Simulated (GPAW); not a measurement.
## Screening of a field by a 2-layer slab of Sr(111)

How does a 2-layer slab of Sr(111) screen a perpendicular field?

Main program and level: GPAW 26.7.0; GPAW, PAW setups; slab in vacuum.

## (1) Starting point

The cell holds 2 atoms: 2 Sr. Cell: a = 4.299 Å, b = 4.299 Å, c = 19.510 Å, α = 90.0°, β = 90.0°, γ = 60.0°. Vacuum lies along c.

## (2) Relaxation

Forces are removed first; all later runs use this geometry. The lowest 1 atoms are held at bulk positions and keep their forces.

File run.py:

```python
import json
import numpy as np
from ase import Atoms
from ase.constraints import FixAtoms
from ase.optimize import BFGS
from gpaw import GPAW, PW

slab = Atoms(
    ['Sr', 'Sr'],
    positions=[
        [4.29921, 2.48215, 8.00000],
        [0.00000, 0.00000, 11.51029]],
    cell=[[4.29921, 0.0, 0.0], [2.1496, 3.72322, 0.0], [0.0, 0.0, 19.51029]],
    pbc=[True, True, False])

slab.calc = GPAW(mode=PW(400), xc='PBE', kpts={'size': (9, 9, 1), 'gamma': True},
                 occupations={'name': 'fermi-dirac', 'width': 0.1}, nbands='140%',
                 convergence={'density': 0.0001}, maxiter=200,
                 poissonsolver={'dipolelayer': 'xy'},
                 symmetry={'tolerance': 1e-3, 'extra_ids': [1, 0]}, txt='slab.txt')
result = {}
slab.set_constraint(FixAtoms([0]))
path = []
opt = BFGS(slab, maxstep=0.2)
opt.attach(lambda: path.append((slab.get_potential_energy(), slab.positions.tolist(), slab.get_forces().tolist())))
result['relaxed'] = bool(opt.run(fmax=0.05, steps=30))
result['path'] = path
energy = slab.get_potential_energy()
fermi = slab.calc.get_fermi_level()
v = slab.calc.get_electrostatic_potential().mean((0, 1)) - fermi
n = slab.calc.get_pseudo_density().mean((0, 1))
L = slab.cell[2, 2]
z = np.arange(len(v)) * L / len(v)
low, high = slab.positions[:, 2].min(), slab.positions[:, 2].max()
below, above = np.interp([low - 5.8, high + 5.8], z, v)
slopes = [np.interp(x, z, np.gradient(v, z)) for x in (low - 5.8, high + 5.8)]
eps = np.array([[slab.calc.get_eigenvalues(k, s) for k in range(len(slab.calc.get_ibz_k_points()))]
                for s in range(slab.calc.get_number_of_spins())]) - fermi
top, bottom = eps[eps < 0].max(), eps[eps > 0].min()
dipole = slab.get_dipole_moment()[2]
print(f'energy {energy:.4f} eV, Fermi level {fermi:.4f} eV, dipole {dipole:.5f} e A')
print(f'potential 5.8 A off the faces, from the Fermi level: lower {below:.4f} eV, upper {above:.4f} eV')
print(f'slope of the potential there: lower {slopes[0]:.5f}, upper {slopes[1]:.5f} eV/A')
print(f'nearest levels on the mesh: {top:.4f} and {bottom:.4f} eV')
print('magnetic moment', round(slab.get_magnetic_moment(), 3))
result.update(energy=energy, fermi=fermi, dipole=dipole, below=below, above=above, slopes=slopes, edges=[top, bottom],
              z=z.tolist(), v=v.tolist(), n=n.tolist(), positions=slab.positions.tolist(),
              forces=slab.get_forces(apply_constraint=False).tolist(), moments=slab.get_magnetic_moments().tolist())
json.dump(result, open('result.json', 'w'))
```

The run is started by

```
> OMP_NUM_THREADS=1 OPENBLAS_NUM_THREADS=1 python run.py
```

Log:

```text
Step          Energy          fmax
BFGS:    0       -2.704769        0.134585
BFGS:    1       -2.705027        0.132175
BFGS:    2       -2.715832        0.068856
BFGS:    3       -2.718595        0.024314
energy -2.6745 eV, Fermi level -0.2946 eV, dipole -0.00001 e A
potential 5.8 A off the faces, from the Fermi level: lower 2.5994 eV, upper 2.5993 eV
slope of the potential there: lower -0.00150, upper 0.00153 eV/A
nearest levels on the mesh: -0.0590 and 0.0031 eV
magnetic moment 0.0
```

Run time: 37 s. Hardware: 1 thread of Intel Xeon Platinum 8488C (Sapphire Rapids), shared host; peak memory 0.19 GiB.

Step by step:

```csv
step,energy less that of the first step (eV),largest force (eV/Å)
1,0.0000,0.1346
2,-0.0003,0.1322
3,-0.0129,0.0689
4,-0.0181,0.0243
```

The atoms that moved most (Å):

```csv
atom,dx,dy,dz,length
Sr2,0.000,0.000,-0.222,0.222
```

Final coordinates:

```xyz
2
Lattice="4.2992 0.0000 0.0000 2.1496 3.7232 0.0000 0.0000 0.0000 19.5103" Properties=species:S:1:pos:R:3
Sr    4.2992    2.4821    8.0000
Sr    0.0000    0.0000   11.2883
```

Numbers from this step:

```yaml
dipole_along_the_normal: -1.32e-5 e·Å
levels_nearest_the_fermi_level_on_the_mesh: -0.05902, 0.003128 eV from the Fermi level
upper_work_function: 2.599 eV
lower_work_function: 2.599 eV
```

The electrostatic potential energy of an electron (without an applied field's), less the Fermi level, planar mean by z:

```csv
z (Å),"electrostatic potential energy of an electron (without an applied field's), less the Fermi level, planar mean (eV)"
0.0,2.60
0.5,2.60
1.0,2.60
1.5,2.60
2.0,2.60
2.5,2.60
3.0,2.60
3.5,2.59
4.0,2.58
4.5,2.55
5.0,2.47
5.5,2.27
6.0,1.83
6.5,0.870
7.0,-1.26
7.5,-6.75
8.0,-12.7
8.5,-6.42
9.0,-0.645
9.5,1.17
10.0,0.711
10.5,-2.43
11.0,-10.0
11.5,-11.3
12.0,-3.79
12.5,-0.134
13.0,1.37
13.5,2.06
14.0,2.38
14.5,2.51
15.0,2.56
15.5,2.59
16.0,2.59
16.5,2.60
17.0,2.60
17.5,2.60
18.0,2.60
18.5,2.60
19.0,2.60
```

Table of pseudo valence density, planar mean by z:

```csv
z (Å),"pseudo valence density, planar mean (e/Å³)"
2,1.0e-5
3,6.4e-5
4,4.1e-4
5,0.00236
6,0.0112
7,0.0758
8,0.480
9,0.0881
10,0.0546
11,0.384
12,0.166
13,0.0166
14,0.00385
15,6.8e-4
16,1.1e-4
17,1.7e-5
```

The relaxation lowered the energy of the cell by 0.0181 eV (energies extrapolated to zero smearing; the optimiser's log prints free energies). The largest force left on a free atom is 0.024 eV/Å.

## (3) The slab's potential

The work function is the vacuum plateau of the electrostatic potential less the Fermi level; a dipole layer lets the two faces have plateaus of their own.

Edit run.py of step 2 so:

```diff
@@ -3,4 +3,2 @@
 from ase import Atoms
-from ase.constraints import FixAtoms
-from ase.optimize import BFGS
 from gpaw import GPAW, PW
@@ -11,3 +9,3 @@
         [4.29921, 2.48215, 8.00000],
-        [0.00000, 0.00000, 11.51029]],
+        [0.00000, 0.00000, 11.28826]],
     cell=[[4.29921, 0.0, 0.0], [2.1496, 3.72322, 0.0], [0.0, 0.0, 19.51029]],
@@ -17,12 +15,6 @@
                  occupations={'name': 'fermi-dirac', 'width': 0.1}, nbands='140%',
-                 convergence={'density': 0.0001}, maxiter=200,
+                 convergence={'density': 1e-05}, maxiter=200,
                  poissonsolver={'dipolelayer': 'xy'},
-                 symmetry={'tolerance': 1e-3, 'extra_ids': [1, 0]}, txt='slab.txt')
+                 symmetry={'tolerance': 1e-3}, txt='slab.txt')
 result = {}
-slab.set_constraint(FixAtoms([0]))
-path = []
-opt = BFGS(slab, maxstep=0.2)
-opt.attach(lambda: path.append((slab.get_potential_energy(), slab.positions.tolist(), slab.get_forces().tolist())))
-result['relaxed'] = bool(opt.run(fmax=0.05, steps=30))
-result['path'] = path
 energy = slab.get_potential_energy()
```

Log:

```text
energy -2.6745 eV, Fermi level -0.2947 eV, dipole 0.00000 e A
potential 5.8 A off the faces, from the Fermi level: lower 2.5995 eV, upper 2.5995 eV
slope of the potential there: lower -0.00150, upper 0.00155 eV/A
nearest levels on the mesh: -0.0590 and 0.0031 eV
magnetic moment 0.0
```

Wall time 15 s (1 thread); peak memory 0.2 GiB.

Numbers from this step:

* dipole along the normal: 7.05e-8 e·Å
* levels nearest the Fermi level on the mesh: -0.05902, 0.003120 eV from the Fermi level
* upper work function: 2.600 eV

The electrostatic potential energy of an electron (without an applied field's), less the Fermi level, planar mean by z:

z (Å), electrostatic potential energy of an electron (without an applied field's), less the Fermi level, planar mean (eV) and a bar from the least value:
```
      0.0        2.6 ##############################
      0.5        2.6 ##############################
      1.0        2.6 ##############################
      1.5        2.6 ##############################
      2.0        2.6 ##############################
      2.5        2.6 ##############################
      3.0        2.6 ##############################
      3.5        2.6 ##############################
      4.0        2.6 ##############################
      4.5        2.5 ##############################
      5.0        2.5 ##############################
      5.5        2.3 #############################
      6.0        1.8 ############################
      6.5        0.9 ###########################
      7.0       -1.3 ######################
      7.5       -6.7 ############
      8.0      -12.7 
      8.5       -6.4 ############
      9.0       -0.6 ########################
      9.5        1.2 ###########################
     10.0        0.7 ##########################
     10.5       -2.4 ####################
     11.0      -10.0 #####
     11.5      -11.3 ###
     12.0       -3.8 #################
     12.5       -0.1 #########################
     13.0        1.4 ############################
     13.5        2.1 #############################
     14.0        2.4 ##############################
     14.5        2.5 ##############################
     15.0        2.6 ##############################
     15.5        2.6 ##############################
     16.0        2.6 ##############################
     16.5        2.6 ##############################
     17.0        2.6 ##############################
     17.5        2.6 ##############################
     18.0        2.6 ##############################
     18.5        2.6 ##############################
     19.0        2.6 ##############################
```

Table of pseudo valence density, planar mean by z:

z (Å), pseudo valence density, planar mean (e/Å³) and a bar:
```
     0.00      0.000 
     0.43      0.000 
     1.08      0.000 
     1.52      0.000 
     2.17      0.000 
     2.60      0.000 
     3.03      0.000 
     3.69      0.000 
     4.12      0.000 
     4.77      0.002 
     5.20      0.003 
     5.64      0.007 
     6.29      0.016 #
     6.72      0.035 ##
     7.37      0.198 ##############
     7.80      0.435 ##############################
     8.24      0.413 ############################
     8.89      0.109 ########
     9.32      0.052 ####
     9.97      0.052 ####
    10.41      0.111 ########
    11.06      0.415 #############################
    11.49      0.432 ##############################
    11.92      0.196 ##############
    12.57      0.034 ##
    13.01      0.016 #
    13.66      0.007 
    14.09      0.003 
    14.52      0.002 
    15.17      0.000 
    15.61      0.000 
    16.26      0.000 
    16.69      0.000 
    17.13      0.000 
    17.78      0.000 
    18.21      0.000 
    18.86      0.000 
    19.29      0.000
```

The potential is flat to 0.002 eV/Å where it is read, so the vacuum is wide enough.

## (4) Field on

A uniform field along the normal polarises the slab; the atoms stay fixed, so this is the electronic response alone.

Edit run.py of step 3 so:

```diff
@@ -4,2 +4,3 @@
 from gpaw import GPAW, PW
+from gpaw.external import ConstantElectricField
 
@@ -17,2 +18,3 @@
                  poissonsolver={'dipolelayer': 'xy'},
+                 external=ConstantElectricField(-0.2, [0, 0, 1]),
                  symmetry={'tolerance': 1e-3}, txt='slab.txt')
```

Log:

```text
energy -2.6899 eV, Fermi level -0.2988 eV, dipole -0.15670 e A
potential 5.8 A off the faces, from the Fermi level: lower 1.7210 eV, upper 3.4907 eV
slope of the potential there: lower -0.00080, upper 0.00363 eV/A
nearest levels on the mesh: -0.0573 and 0.0037 eV
magnetic moment 0.0
```

Run time: 35 s. Hardware: 1 thread; peak memory 0.26 GiB.

Numbers from this step:

```
dipole along the normal                                         : -0.1567 e·Å
levels nearest the Fermi level on the mesh                      : -0.05731, 0.003717 eV from the Fermi level
potential below the slab, the applied field's own ramp left out : 1.721 eV from the Fermi level
potential above the slab, the applied field's own ramp left out : 3.491 eV from the Fermi level
```

Table of electrostatic potential energy of an electron (without an applied field's), less the Fermi level, planar mean by z:

```csv
z (Å),"electrostatic potential energy of an electron (without an applied field's), less the Fermi level, planar mean (eV)"
0,2.61
1,1.72
2,1.72
3,1.72
4,1.71
5,1.62
6,1.07
7,-1.83
8,-13.1
9,-0.790
10,0.758
11,-9.76
12,-3.33
13,2.05
14,3.20
15,3.43
16,3.48
17,3.49
18,3.49
19,3.49
```

The dipole is now -0.157 e Å, against 7.1e-8 in the run without a field.

## (5) Field on

Edit run.py of step 4 so:

```diff
@@ -18,3 +18,3 @@
                  poissonsolver={'dipolelayer': 'xy'},
-                 external=ConstantElectricField(-0.2, [0, 0, 1]),
+                 external=ConstantElectricField(-0.1, [0, 0, 1]),
                  symmetry={'tolerance': 1e-3}, txt='slab.txt')
```

Log:

```text
energy -2.6784 eV, Fermi level -0.2926 eV, dipole -0.07811 e A
potential 5.8 A off the faces, from the Fermi level: lower 2.1543 eV, upper 3.0365 eV
slope of the potential there: lower -0.00106, upper 0.00230 eV/A
nearest levels on the mesh: -0.0586 and 0.0030 eV
magnetic moment 0.0
```

It took 39 s on 1 thread; peak memory 0.27 GiB.

This step gave:

```
dipole along the normal                                         : -0.07811 e·Å
levels nearest the Fermi level on the mesh                      : -0.05859, 0.003029 eV from the Fermi level
potential below the slab, the applied field's own ramp left out : 2.154 eV from the Fermi level
potential above the slab, the applied field's own ramp left out : 3.036 eV from the Fermi level
```

The electrostatic potential energy of an electron (without an applied field's), less the Fermi level, planar mean by z:

```csv
z (Å),"electrostatic potential energy of an electron (without an applied field's), less the Fermi level, planar mean (eV)"
0.0,2.60
0.5,2.15
1.0,2.15
1.5,2.15
2.0,2.15
2.5,2.15
3.0,2.15
3.5,2.15
4.0,2.14
4.5,2.11
5.0,2.04
5.5,1.86
6.0,1.45
6.5,0.528
7.0,-1.54
7.5,-6.98
8.0,-12.9
8.5,-6.54
9.0,-0.718
9.5,1.15
10.0,0.734
10.5,-2.36
11.0,-9.89
11.5,-11.1
12.0,-3.56
12.5,0.157
13.0,1.71
13.5,2.44
14.0,2.78
14.5,2.93
15.0,2.99
15.5,3.02
16.0,3.03
16.5,3.03
17.0,3.04
17.5,3.04
18.0,3.04
18.5,3.04
19.0,3.04
```

The dipole is now -0.0781 e Å, against 7.1e-8 in the run without a field.

## (6) Field on

Edit run.py of step 5 so:

```diff
@@ -18,3 +18,3 @@
                  poissonsolver={'dipolelayer': 'xy'},
-                 external=ConstantElectricField(-0.1, [0, 0, 1]),
+                 external=ConstantElectricField(-0.05, [0, 0, 1]),
                  symmetry={'tolerance': 1e-3}, txt='slab.txt')
```

Log:

```text
energy -2.6755 eV, Fermi level -0.2926 eV, dipole -0.03903 e A
potential 5.8 A off the faces, from the Fermi level: lower 2.3753 eV, upper 2.8161 eV
slope of the potential there: lower -0.00125, upper 0.00187 eV/A
nearest levels on the mesh: -0.0589 and 0.0030 eV
magnetic moment 0.0
```

Elapsed: 36 s, on 1 thread; peak memory 0.26 GiB.

Electrostatic potential energy of an electron (without an applied field's), less the Fermi level, planar mean against z:

z (Å), electrostatic potential energy of an electron (without an applied field's), less the Fermi level, planar mean (eV) and a bar from the least value:
```
      0.0        2.6 ##############################
      0.5        2.4 #############################
      1.0        2.4 #############################
      1.5        2.4 #############################
      2.0        2.4 #############################
      2.5        2.4 #############################
      3.0        2.4 #############################
      3.5        2.4 #############################
      4.0        2.4 #############################
      4.5        2.3 #############################
      5.0        2.3 #############################
      5.5        2.1 #############################
      6.0        1.6 ############################
      6.5        0.7 ##########################
      7.0       -1.4 ######################
      7.5       -6.9 ###########
      8.0      -12.8 
      8.5       -6.5 ############
      9.0       -0.7 #######################
      9.5        1.2 ###########################
     10.0        0.7 ##########################
     10.5       -2.4 ####################
     11.0       -9.9 #####
     11.5      -11.2 ###
     12.0       -3.7 ##################
     12.5        0.0 #########################
     13.0        1.5 ############################
     13.5        2.3 #############################
     14.0        2.6 ##############################
     14.5        2.7 ##############################
     15.0        2.8 ##############################
     15.5        2.8 ##############################
     16.0        2.8 ##############################
     16.5        2.8 ##############################
     17.0        2.8 ##############################
     17.5        2.8 ##############################
     18.0        2.8 ##############################
     18.5        2.8 ##############################
     19.0        2.8 ##############################
```

## (7) In a field

Edit run.py of step 6 so:

```diff
@@ -18,3 +18,3 @@
                  poissonsolver={'dipolelayer': 'xy'},
-                 external=ConstantElectricField(-0.05, [0, 0, 1]),
+                 external=ConstantElectricField(0.05, [0, 0, 1]),
                  symmetry={'tolerance': 1e-3}, txt='slab.txt')
```

Log:

```text
energy -2.6755 eV, Fermi level -0.2987 eV, dipole 0.03899 e A
potential 5.8 A off the faces, from the Fermi level: lower 2.8270 eV, upper 2.3864 eV
slope of the potential there: lower -0.00182, upper 0.00128 eV/A
nearest levels on the mesh: -0.0589 and 0.0030 eV
magnetic moment 0.0
```

Wall time 35 s (1 thread); peak memory 0.26 GiB.

Table of electrostatic potential energy of an electron (without an applied field's), less the Fermi level, planar mean by z:

```csv
z (Å),"electrostatic potential energy of an electron (without an applied field's), less the Fermi level, planar mean (eV)"
0.0,2.61
0.5,2.83
1.0,2.83
1.5,2.83
2.0,2.83
2.5,2.83
3.0,2.82
3.5,2.82
4.0,2.80
4.5,2.77
5.0,2.68
5.5,2.48
6.0,2.02
6.5,1.04
7.0,-1.11
7.5,-6.63
8.0,-12.6
8.5,-6.36
9.0,-0.609
9.5,1.18
10.0,0.700
10.5,-2.47
11.0,-10.1
11.5,-11.4
12.0,-3.91
12.5,-0.279
13.0,1.20
13.5,1.87
14.0,2.18
14.5,2.30
15.0,2.35
15.5,2.37
16.0,2.38
16.5,2.39
17.0,2.39
17.5,2.39
18.0,2.39
18.5,2.39
19.0,2.39
```

## (8) In a field

Edit run.py of step 7 so:

```diff
@@ -18,3 +18,3 @@
                  poissonsolver={'dipolelayer': 'xy'},
-                 external=ConstantElectricField(0.05, [0, 0, 1]),
+                 external=ConstantElectricField(0.1, [0, 0, 1]),
                  symmetry={'tolerance': 1e-3}, txt='slab.txt')
```

Log:

```text
energy -2.6784 eV, Fermi level -0.3047 eV, dipole 0.07807 e A
potential 5.8 A off the faces, from the Fermi level: lower 3.0584 eV, upper 2.1765 eV
slope of the potential there: lower -0.00224, upper 0.00108 eV/A
nearest levels on the mesh: -0.0586 and 0.0030 eV
magnetic moment 0.0
```

Run time: 39 s. Hardware: 1 thread; peak memory 0.27 GiB.

The electrostatic potential energy of an electron (without an applied field's), less the Fermi level, planar mean by z:

```csv
z (Å),"electrostatic potential energy of an electron (without an applied field's), less the Fermi level, planar mean (eV)"
0,2.62
1,3.06
2,3.06
3,3.05
4,3.03
5,2.90
6,2.22
7,-0.967
8,-12.5
9,-0.572
10,0.688
11,-10.1
12,-4.03
13,1.03
14,1.98
15,2.15
16,2.17
17,2.18
18,2.18
19,2.18
```

The dipole is now 0.0781 e Å, against 7.1e-8 in the run without a field.

## (9) Field on

Edit run.py of step 8 so:

```diff
@@ -18,3 +18,3 @@
                  poissonsolver={'dipolelayer': 'xy'},
-                 external=ConstantElectricField(0.1, [0, 0, 1]),
+                 external=ConstantElectricField(0.2, [0, 0, 1]),
                  symmetry={'tolerance': 1e-3}, txt='slab.txt')
```

Log:

```text
energy -2.6899 eV, Fermi level -0.3229 eV, dipole 0.15662 e A
potential 5.8 A off the faces, from the Fermi level: lower 3.5344 eV, upper 1.7653 eV
slope of the potential there: lower -0.00351, upper 0.00082 eV/A
nearest levels on the mesh: -0.0573 and 0.0037 eV
magnetic moment 0.0
```

Elapsed: 33 s, on 1 thread; peak memory 0.26 GiB.

The dipole is now 0.157 e Å, against 7.1e-8 in the run without a field.

(Part 1 of 2 ends here.)

[Logs are printed without paths, hosts, clocks, repeated set-up lines and the standing remarks that a program may print on its own settings, such as how far it seeks lower states.]

[Hosts, paths, dates, database ids (printed as entryN), source tags and the programs' standing remarks are cut or masked in the printed files.]
